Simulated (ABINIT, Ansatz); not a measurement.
# Quasiparticle gap of BaTiB2O6 (R-3) in ABINIT, part 2 of 2

Wanted: ground state, empty states, screening and self-energy for BaTiB2O6 (R-3).

ABINIT 10.8.3; LDA and many-body steps on it, plane waves. Known limits of the many-body steps: not at the basis limit; no spin-orbit coupling; coarse k mesh.

So far. Step 2 (Ground state): The gap is indirect, with the least direct gap 0.003 eV higher. Step 3 (Empty states on the mesh, 2×2×2 mesh, 247 bands): On this mesh the gap is 2.492 eV.

**4. Screening, 2×2×2 mesh, 225 bands, screening to 176.9 eV**

The RPA dielectric matrix is built and inverted for each q.

This step: RPA screening on LDA, plane waves, norm-conserving pseudopotentials.

run.abi reads:

```
acell 3*1.0 Angstrom
rprim 
  2.510250000000 1.449293513209 5.461466666706
  -2.510250000000 1.449293513209 5.461466666706
  0.000000000000 -2.898587026491 5.461466666687
ntypat 4
znucl 56 22 5 8
natom 10
typat 1 2 3 3 4 4 4 4 4 4
xred 
  0.000000000000 0.000000000000 0.000000000000
  0.500000000000 0.500000000000 0.500000000000
  0.765800000000 0.765800000000 0.765800000000
  0.234200000000 0.234200000000 0.234200000000
  0.076700000000 0.577400000000 0.636400000000
  0.636400000000 0.076700000000 0.577400000000
  0.577400000000 0.636400000000 0.076700000000
  0.923300000000 0.422600000000 0.363600000000
  0.363600000000 0.923300000000 0.422600000000
  0.422600000000 0.363600000000 0.923300000000
pp_dirpath "pseudos"
pseudos "Ba.upf, Ti.upf, B.upf, O.upf"
ecut 38
ngkpt 2 2 2
nshiftk 1
shiftk 0 0 0
kptopt 1
chksymbreak 0
istwfk *1
occopt 1
irdwfk 1
optdriver 3
nband 225
ecuteps 6.5
inclvkb 2
awtr 1
symchi 1
indata_prefix "in"
outdata_prefix "out"
tmpdata_prefix "tmp"
```

Started as:

```
$ OMP_NUM_THREADS=1 mpirun -n 4 abinit run.abi > log
```

Numbers of over 12 decimals in the logs are rounded to 6 here.

The log of the run:

```text
.Version 10.8.3 of ABINIT. v10.8.2 released Aug 2026.

 Symmetries : space group R-3 (#148); Bravais hR (rhombohedral)
[... echo of the input left out ...]
== DATASET  1 ==================================================================
-   mpi_nproc: 4, omp_nthreads: 1 (-1 if OMP is not activated)

--- !DatasetInfo
iteration_state: {dtset: 1, }
dimensions: {natom: 10, nkpt: 4, mband: 225, nsppol: 1, nspinor: 1, nspden: 1, mpw: 9034, }
cutoff_energies: {ecut:  38.0, pawecutdg:  -1.0, }
electrons: {nelect:   6.40000000E+01, charge:   0.00000000E+00, occopt:   1.00000000E+00, tsmear:   1.00000000E-02, }

 SCREENING: Calculation of the susceptibility and dielectric matrices

 Based on a program developped by R.W. Godby, V. Olevano, G. Onida, and L. Reining.
 Incorporated in ABINIT by V. Olevano, G.-M. Rignanese, and M. Torrent.
.Using double precision arithmetic ; gwpc =  8

[... cell and pseudopotentials left out ...]
--------------------------------------------------------------------------------

 ==== K-mesh for the wavefunctions ====
 Number of points in the irreducible wedge :     4
[... list of points left out ...]
 Together with  6 symmetry operations and time-reversal symmetry
 yields     8 points in the full Brillouin Zone.

 ==== Q-mesh for the screening function ====
 Number of points in the irreducible wedge :     4
[... list of points left out ...]
 Together with  6 symmetry operations and time-reversal symmetry
 yields     8 points in the full Brillouin Zone.

 setmesh: FFT mesh size selected  =    45x   45x   45
          total number of points  =        91125

 vcoul_init : cutoff-mode = AUXILIARY_FUNCTION
 q-points for optical limit:   1
     1)      0.000010    0.000020    0.000030

- screening: taking advantage of time-reversal symmetry
- Maximum band index for partially occupied states nbvw = 32
- Remaining bands to be divided among processors   nbcw = 193
- Number of bands treated by each node ~48

 Number of electrons calculated from density =   64.0000; Expected =   64.0000
 average of density, n =  0.079552
 r_s =    1.4424
 omega_plasma =   27.2070 [eV]

 calculating chi0 at frequencies [eV] :
  1    0.000000E+00    0.000000E+00
  2    0.000000E+00    2.720698E+01

--------------------------------------------------------------------------------
  q-point number  1        q = ( 0.000000, 0.000000, 0.000000) [r.l.u.]
--------------------------------------------------------------------------------
[... chi0 elements left out ...]
 For q-point:  0.000010 0.000020 0.000030
  dielectric constant =   4.2008
  dielectric constant without local fields =   4.6979

  Average fulfillment of the sum rule on Im[epsilon] for q-point    1 :     67.02  [%]
[... wings left out ...]
  q-point number  2        q = ( 0.500000, 0.000000, 0.000000) [r.l.u.]
--------------------------------------------------------------------------------
[... chi0 elements left out ...]
  Average fulfillment of the sum rule on Im[epsilon] for q-point    2 :     71.25  [%]

 [... 2 further q-points ...]
```

Wall time 4.2 min (4 MPI ranks of Intel Xeon Platinum 8259CL at 2.50GHz (Skylake/Cascade Lake), shared host); peak memory 2.7 GiB; 17 min of CPU time.

This step gave:

- ε∞ with local fields, on this mesh, along the program's q direction: 4.201
- the same without local fields: 4.698
- plasma frequency: 27.21 eV
- plane waves in the screening matrix: 659

Local fields lower ε∞ by 11 %. On a Γ-centred mesh this coarse the value itself is usually too large, while a short band sum pulls it down.

**5. Self-energy, 2×2×2 mesh, 225 bands, screening to 176.9 eV**

The self-energy is evaluated for the states that the input lists, and the levels follow from it, in one-shot runs by the linearised quasiparticle equation.

This step: G0W0 on LDA, plane waves, norm-conserving pseudopotentials.

Edit run.abi of step 4 so:

```diff
@@ -31,8 +31,17 @@
 irdwfk 1
-optdriver 3
+optdriver 4
 nband 225
+gwcalctyp 0
+ecutsigx 38
+symsigma 1
+nkptgw 2
+kptgw 
+  0.5000000000 0.5000000000 0.5000000000
+  0.0000000000 0.0000000000 0.0000000000
+bdgw 
+  31 35
+  31 35
 ecuteps 6.5
-inclvkb 2
-awtr 1
-symchi 1
+irdscr 1
+ppmodel 1
 indata_prefix "in"
```

The log of the run:

```text
.Version 10.8.3 of ABINIT. v10.8.2 released Aug 2026.

 Symmetries : space group R-3 (#148); Bravais hR (rhombohedral)
[... echo of the input left out ...]
== DATASET  1 ==================================================================
-   mpi_nproc: 4, omp_nthreads: 1 (-1 if OMP is not activated)

--- !DatasetInfo
iteration_state: {dtset: 1, }
dimensions: {natom: 10, nkpt: 4, mband: 225, nsppol: 1, nspinor: 1, nspden: 1, mpw: 9034, }
cutoff_energies: {ecut:  38.0, pawecutdg:  -1.0, }
electrons: {nelect:   6.40000000E+01, charge:   0.00000000E+00, occopt:   1.00000000E+00, tsmear:   1.00000000E-02, }

 SIGMA: Calculation of the GW corrections

 Based on a program developped by R.W. Godby, V. Olevano, G. Onida, and L. Reining.
 Incorporated in ABINIT by V. Olevano, G.-M. Rignanese, and M. Torrent.
.Using double precision arithmetic ; gwpc =  8

[... cell and pseudopotentials left out ...]
--------------------------------------------------------------------------------

 ==== K-mesh for the wavefunctions ====
 Number of points in the irreducible wedge :     4
[... list of points left out ...]
 Together with  6 symmetry operations and time-reversal symmetry
 yields     8 points in the full Brillouin Zone.

 ==== Q-mesh for screening function ====
 Number of points in the irreducible wedge :     4
[... list of points left out ...]
 Together with  6 symmetry operations and time-reversal symmetry
 yields     8 points in the full Brillouin Zone.

 vcoul_init : cutoff-mode = AUXILIARY_FUNCTION
 q-points for optical limit:   1
     1)      0.000010    0.000020    0.000030
 setmesh: FFT mesh size selected  =    72x   72x   72
          total number of points  =       373248

 Number of electrons calculated from density =   64.0000; Expected =   64.0000
 average of density, n =  0.079552
 r_s =    1.4424
 omega_plasma =   27.2070 [eV]

 === KS Band Gaps ===
  >>>> For spin  1
   Minimum direct gap =   2.4946 [eV], located at k-point      :   0.0000  0.0000  0.0000
   Fundamental gap    =   2.4918 [eV], Top of valence bands at :   0.5000  0.5000  0.5000
                                       Bottom of conduction at :   0.0000  0.0000  0.0000
 SIGMA fundamental parameters:
 PLASMON POLE MODEL  1
 number of plane-waves for SigmaX                 8981
 number of plane-waves for SigmaC and W            659
 number of plane-waves for wavefunctions          8981
 number of bands                                   225
 number of independent spin polarizations            1
 number of spinorial components                      1
 number of k-points in IBZ                           4
 number of q-points in IBZ                           4
 number of symmetry operations                       6
 number of k-points in BZ                            8
 number of q-points in BZ                            8
 number of frequencies for dSigma/dE                 9
 frequency step for dSigma/dE [eV]                0.25
 number of omega for Sigma on real axis              0
 max omega for Sigma on real axis  [eV]           0.00
 zcut for avoiding poles [eV]                     0.10

 EPSILON^-1 parameters (SCR file):
 dimension of the eps^-1 matrix on file            659
 dimension of the eps^-1 matrix used               659
 number of plane-waves for wavefunctions          8981
 number of bands                                   225
 number of q-points in IBZ                           4
 number of frequencies                               2
 number of real frequencies                          1
 number of imag frequencies                          1

 matrix elements of self-energy operator (all in [eV])

 Perturbative Calculation

--- !SelfEnergy_ee
iteration_state: {dtset: 1, }
kpoint     : [   0.500,    0.500,    0.500, ]
spin       : 1
KS_gap     :    2.514
QP_gap     :    4.984
Delta_QP_KS:    2.470
data: !SigmaeeData |
     Band     E0 <VxcDFT>   SigX SigC(E0)      Z dSigC/dE  Sig(E)    E-E0       E
       31   3.367 -19.786 -24.771   4.655   0.784  -0.275 -20.044  -0.258   3.109
       32   3.753 -20.237 -25.167   4.661   0.785  -0.274 -20.448  -0.211   3.542
       33   6.267 -19.181 -11.022  -5.298   0.790  -0.267 -16.922   2.259   8.526
       34   6.753 -20.705 -12.485  -5.194   0.780  -0.282 -18.345   2.360   9.113
       35   6.753 -20.705 -12.485  -5.194   0.780  -0.282 -18.345   2.360   9.113

--- !SelfEnergy_ee
iteration_state: {dtset: 1, }
kpoint     : [   0.000,    0.000,    0.000, ]
spin       : 1
KS_gap     :    2.495
QP_gap     :    5.019
Delta_QP_KS:    2.525
data: !SigmaeeData |
     Band     E0 <VxcDFT>   SigX SigC(E0)      Z dSigC/dE  Sig(E)    E-E0       E
       31   3.381 -19.874 -24.888   4.683   0.784  -0.276 -20.133  -0.259   3.121
       32   3.750 -20.206 -25.121   4.651   0.785  -0.274 -20.414  -0.207   3.543
       33   6.245 -19.517 -11.127  -5.447   0.787  -0.270 -17.200   2.318   8.563
       34   6.659 -20.467 -12.188  -5.259   0.782  -0.279 -18.106   2.361   9.019
       35   6.659 -20.467 -12.188  -5.259   0.782  -0.279 -18.106   2.361   9.019

== END DATASET(S) ==============================================================
================================================================================

 -outvars: echo values of variables after computation  --------
           etotal      0.0000000000E+00
            nband         225
             nkpt           4
          spgroup         148
 [... the other variables as echoed above ...]

 Calculation completed.
```

Elapsed: 95 s, on 4 MPI ranks; peak memory 2.3 GiB.

Numbers from this step:

```
G0W0 gap on the points computed              : 4.983 eV
starting gap on the mesh                     : 2.492 eV
k of the valence top                         : 0, 0, 0
k of the conduction bottom                   : 0.5, 0.5, 0.5
Z at the valence top                         : 0.785
Z at the conduction bottom                   : 0.79
least direct G0W0 gap on the computed points : 4.984 eV
```

The gap on the mesh goes from 2.49 eV to 4.98 eV, a correction of +2.49 eV.

Limits: finite bands, cutoff and mesh; no spin-orbit coupling; coarse k mesh. v1 is the top filled band, c1 the lowest empty one. Levels before and after the correction, in eV, zero at the valence-band top of each column:

|  | conduction bottom | valence top |
| --- | --- | --- |
| Kohn-Sham | 2.49 | 0.00 |
| G0W0 | 4.98 | 0.00 |

|  | level | energy (eV) |
| --- | --- | --- |
| Kohn-Sham | (0.5 0.5 0.5) v2 | -0.386 |
| Kohn-Sham | (0.5 0.5 0.5) v1 | 0.000 |
| Kohn-Sham | (0.5 0.5 0.5) c1 | 2.514 |
| Kohn-Sham | (0.5 0.5 0.5) c2-c3 | 2.999 |
| Kohn-Sham | Γ v2 | -0.373 |
| Kohn-Sham | Γ v1 | -0.003 |
| Kohn-Sham | Γ c1 | 2.492 |
| Kohn-Sham | Γ c2-c3 | 2.906 |
| G0W0 | (0.5 0.5 0.5) v2 | -0.434 |
| G0W0 | (0.5 0.5 0.5) v1 | -0.001 |
| G0W0 | (0.5 0.5 0.5) c1 | 4.983 |
| G0W0 | (0.5 0.5 0.5) c2-c3 | 5.570 |
| G0W0 | Γ v2 | -0.422 |
| G0W0 | Γ v1 | 0.000 |
| G0W0 | Γ c1 | 5.020 |
| G0W0 | Γ c2-c3 | 5.476 |

**6. Where the time went**

Times are wall times on 4 MPI ranks of Intel Xeon Platinum 8259CL at 2.50GHz (Skylake/Cascade Lake), shared host. The host was busy with other work, so they are no guide to cost.

| step | time | share | memory (GiB) |
| --- | --- | --- | --- |
| ground state | 13 min | 54 % | 0.84 |
| empty states on the mesh | 5.2 min | 22 % | 0.59 |
| screening | 4.2 min | 18 % | 2.7 |
| self-energy | 95 s | 7 % | 2.3 |

**7. Outcome**

```
LDA gap              : 2.49 eV, indirect (only 3 meV under the direct gap)
G0W0 gap on the mesh : 4.98 eV
GW settings          : 2×2×2 mesh, 225 bands, screening to 176.9 eV, Godby-Needs plasmon pole
known limits         : not at the basis limit; no spin-orbit coupling; coarse k mesh
```

What this shows: G0W0 moves the gap on the mesh from 2.49 eV to 4.98 eV (+2.49 eV), with Z of 0.79 and 0.79 at the edges. Local fields lower the RPA ε∞ on this mesh from 4.70 to 4.20; a Γ-centred mesh this coarse tends to raise both, most where the direct gap is narrow, while a short band sum lowers them. Only 2 of the mesh's irreducible points were corrected, so a valley elsewhere could overtake. The dearest step here is «ground state». Bands and cutoff are finite, so the gap is not at the basis limit. The miss can reach some tenths of an eV and take either sign; the mesh is an error of its own. In the G0W0 run levels were corrected at 2 k points alone, so a gap called «on the mesh» is the least over those, and an edge elsewhere would be missed. The 2×2×2 mesh is coarse for this cell, which bears on the long-range parts of exchange and screening. The many-body steps are scalar-relativistic: spin-orbit coupling is not in them.

[Paths, hosts, dates, memory and timing lines, banners, echoed tables and standing remarks are left out of the program output.]

[Logs are printed without paths, hosts, clocks, repeated set-up lines and the standing remarks that a program may print on its own settings, such as how far it seeks lower states.]

[Runs of the session that timed out or met a known fault of the program may be left out.]

[Hosts, paths, dates, database ids (printed as entryN), source tags and the programs' standing remarks are cut or masked in the printed files.]

[G0W0 gaps are taken among the corrected bands and points alone; a level outside them can change the order at an edge.]

[Where Ansatz stands beside ABINIT at settings called matched, ABINIT's density can come from a denser mesh and the files from another edition; pairs whose starting gaps differed by over 0.03 eV were left out, so agreement reads better than it is.]
